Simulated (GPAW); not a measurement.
# Geometry or basis: what sets the conductance of a Li chain with two Au atoms in line, part 2 of 2

How well does a Li chain with two Au atoms in line conduct once its atoms have relaxed, and how much do cheaper levels lose?

GPAW 26.7.0; GPAW LCAO, PAW setups; relaxation of the junction within the symmetry of its start, lead ends held (the session's first sound run).

So far, transmission at the Fermi level (one spin): step 3 (double-zeta polarised basis, PBE, GPAW) 0.323; step 4 (basis szp(dzp), PBE, GPAW) 0.298; step 5 (basis sz(dzp), PBE, GPAW) 0.428; step 6 (RPBE) 0.347; step 7 (the structure as built: geometry = "as built", PBE, GPAW) 0.690. Also open channels of the lead at the Fermi level (one spin): 1 in steps 3, 4, 5 and 6.

**9. The levels side by side**

The curves are compared point by point over the common energies.

This step: comparison of transmission and cost over codes, levels and geometry (GPAW 26.7.0).

Ladder, by row:

| step | code | T at the Fermi level (sum over the listed spins) | conductance (G0) | r.m.s. T(E) from the first | wall time (s) | peak memory (GiB) | threads |
| --- | --- | --- | --- | --- | --- | --- | --- |
| dzp | GPAW | 0.3229 | 0.3279 | 0 | 34.58 | 1.14 | 1 |
| szp | GPAW | 0.2978 | 0.3023 | 0.03992 | 37.34 | 1.13 | 1 |
| sz | GPAW | 0.4285 | 0.4277 | 0.3412 | 29.91 | 1.07 | 1 |
| dzp-RPBE | GPAW | 0.3471 | 0.353 | 0.01715 | 32.94 | 1.14 | 1 |
| asbuilt | GPAW | 0.6897 | 0.6906 | 0.1303 | 35.28 | 1.14 | 1 |

Table of transmission, zone mean, sum over the listed spins by energy, zero at the Fermi level:

```
energy (eV)      dzp      szp       sz  dzp-RPBE  asbuilt
     -2.000        0        0        0         0        0
     -1.800        0        0        0         0        0
     -1.600        0        0        0         0        0
     -1.400        0        0        0         0        0
     -1.200        0        0        0         0        0
     -1.000        0        0  0.00771         0        0
     -0.925        0  9.3e-14    0.981         0        0
     -0.800  1.3e-11  5.0e-12    0.567   3.0e-11   4.0e-8
     -0.600   0.0490   0.0490    0.352    0.0516   0.0522
     -0.450    0.434    0.503    0.940     0.404    0.365
     -0.400    0.763    0.849    0.476     0.705    0.568
     -0.350    0.982    0.995    0.440     0.951    0.767
     -0.325    0.991    0.963    0.437     0.994    0.851
     -0.200    0.664    0.604    0.441     0.731    0.990
      0.000    0.323    0.298    0.428     0.347    0.690
      0.200    0.173    0.165    0.389     0.179    0.390
      0.400    0.126    0.126    0.367     0.128    0.261
      0.600    0.119    0.125    0.376     0.118    0.215
      0.800    0.122    0.138    0.408     0.119    0.194
      1.000    0.124    0.154    0.453     0.119    0.181
      1.200    0.125    0.172    0.502     0.119    0.172
      1.400    0.125    0.191    0.550     0.119    0.164
      1.600    0.124    0.204    0.601     0.117    0.155
      1.800    0.115    0.198    0.658     0.110    0.139
      2.000   0.0937    0.160    0.722    0.0927    0.109
```

**10. A varied run**

One more run, with changed settings.

This step: GPAW LCAO, PAW setups; Landauer transmission from Green's functions with principal layers (ASE), zero bias (GPAW 26.7.0).

run.py reads:

```python
import json
import numpy as np
from ase import Atoms
from ase.transport.calculators import TransportCalculator
from gpaw import GPAW, FermiDirac
from gpaw.lcao.tools import get_lcao_hamiltonian
from scipy.linalg import eigh

# The junction with lead layers at both ends, along the third cell vector
device = Atoms(
    ['Li', 'Li', 'Li', 'Li', 'Li', 'Li', 'Au', 'Au', 'Li', 'Li', 'Li', 'Li', 'Li', 'Li'],
    positions=[
        [4.50000, 4.50000, 1.47500],
        [4.50000, 4.50000, 4.42500],
        [4.50000, 4.50000, 7.37500],
        [4.50000, 4.50000, 10.32500],
        [4.50000, 4.50000, 13.27500],
        [4.50000, 4.50000, 16.45594],
        [4.50000, 4.50000, 18.78344],
        [4.50000, 4.50000, 21.53576],
        [4.50000, 4.50000, 23.86326],
        [4.50000, 4.50000, 27.04420],
        [4.50000, 4.50000, 29.99420],
        [4.50000, 4.50000, 32.94420],
        [4.50000, 4.50000, 35.89420],
        [4.50000, 4.50000, 38.84420]],
    cell=[[9.0, 0.0, 0.0], [0.0, 9.0, 0.0], [0.0, 0.0, 40.3192]],
    pbc=True)

# One principal layer of the lead: the first 3 atoms of the device
lead = Atoms(
    ['Li', 'Li', 'Li'],
    positions=[
        [4.50000, 4.50000, 1.47500],
        [4.50000, 4.50000, 4.42500],
        [4.50000, 4.50000, 7.37500]],
    cell=[[9.0, 0.0, 0.0], [0.0, 9.0, 0.0], [0.0, 0.0, 10.1775]],
    pbc=True)

settings = dict(mode='lcao', basis='dzp', xc='PBE', h=0.2,
                occupations=FermiDirac(0.1), maxiter=60,
                mixer=dict(beta=0.1, nmaxold=8, weight=100.0),
                convergence=dict(density=0.0001))
energies = np.arange(-2, 2 + 1e-9, 0.025)
eta = 0.0001
n1, n2 = 1, 1
# k and -k transmit alike, so half of the mesh across the current serves
mesh = [(i, j) for i in range(n1) for j in range(n2) if (i, j) <= (-i % n1, -j % n2)]
weights = np.array([1 if (i, j) == (-i % n1, -j % n2) else 2 for i, j in mesh]) / (n1 * n2)

# [... helper functions left out ...]
fermi_lead = ground_state(lead, (1, 1, 13), 'lead.txt')
fermi_device = ground_state(device, (1, 1, 2), 'device.txt')
# [... loop over the mesh left out, but for ...]
        # Shift the lead onto the potential of the device's first layer
        shift = ((H[:, 0, 0] - H0[:, 0, 0]) / S0[0, 0]).real.mean()
# [...]
kT = 8.617333e-5 * 300
bias = [0.1, 0.2, 0.5, 1.0, 1.5, 2.0]
# [... integrals and printing left out ...]
```

Launch:

```bash
$ OMP_NUM_THREADS=1 OPENBLAS_NUM_THREADS=1 python run.py
```

Elapsed: 35 s, on 1 thread of Arm Neoverse V1, shared host; peak memory 1.1 GiB.

The run finished. A setting was moved off its sound value on purpose, so it serves as a test and not as the result.

The fault put into the input: a lead period that doesn't match its atoms (period = 10.1775).

Side by side:

```csv
quantity,this run,sound run,difference
conductance (G₀),0.51078,0.32788,0.183
thermopower (μV/K),18.528,25.800,-7.27
largest coupling past the next principal layer (eV),7.109e-16,1.280e-8,-1.3e-8
largest misfit of the first principal layer (eV),0.25014,0.014412,0.236
shift that aligns the lead (eV),-0.089949,1.743e-4,-0.0901
transmission at the Fermi level (one spin),0.53104,0.32290,0.208
```

One result that differs is the largest misfit of the first principal layer, 0.250 eV against 0.0144 eV.

**11. What came out**

| Quantity | Value |
| --- | --- |
| conductance | 0.328 G₀ |
| transmission at the Fermi level, mean of the spins | 0.323 |
| thermopower | 25.8 μV/K |
| open channels of the lead there | 1 |

In words: In the dzp basis the junction conducts 0.328 G₀ at 300 K, with T = 0.323 a spin at the Fermi level; the szp basis reaches that conductance within 10 %. Relaxation moved atoms by up to 0.23 Å and took the conductance from 0.691 to 0.328 G₀, as a ratio a larger change than the step from dzp to the minimal basis. The scatterer reflects about 68 % of the incoming channels at the Fermi level. At the Fermi level one eigenchannel carries the current (0.32). The positive thermopower says that the thermally weighted transmission is larger below the Fermi level, as for hole-like transport. Measured against the first run (dzp), the nearest curve is that of dzp-RPBE (r.m.s. 0.017) and the farthest that of sz (0.34). Over the compared runs wall time goes from 30 s (sz) to 37 s (szp), on a shared host. The leads kept an estimated spacing and the cell its length, so the junction may be under some tension or compression. The geometry comes from the orbital basis, which tends to overbind, and kept the symmetry of the start, so a structure of lower symmetry may lie lower. Spin-orbit coupling is left out, which matters for the heavy atoms here. An evenly spaced straight chain is an idealisation: free chains tend to dimerise, zigzag or, where a band edge lies near the Fermi level, turn magnetic. The currents use the zero-bias T(E) throughout, which holds only while the bias is small against the distance to the nearest feature.

[Logs are printed without paths, hosts, clocks, repeated set-up lines and the standing remarks that a program may print on its own settings, such as how far it seeks lower states.]

[Hosts, paths, dates, database ids (printed as entryN), source tags and the programs' standing remarks are cut or masked in the printed files.]
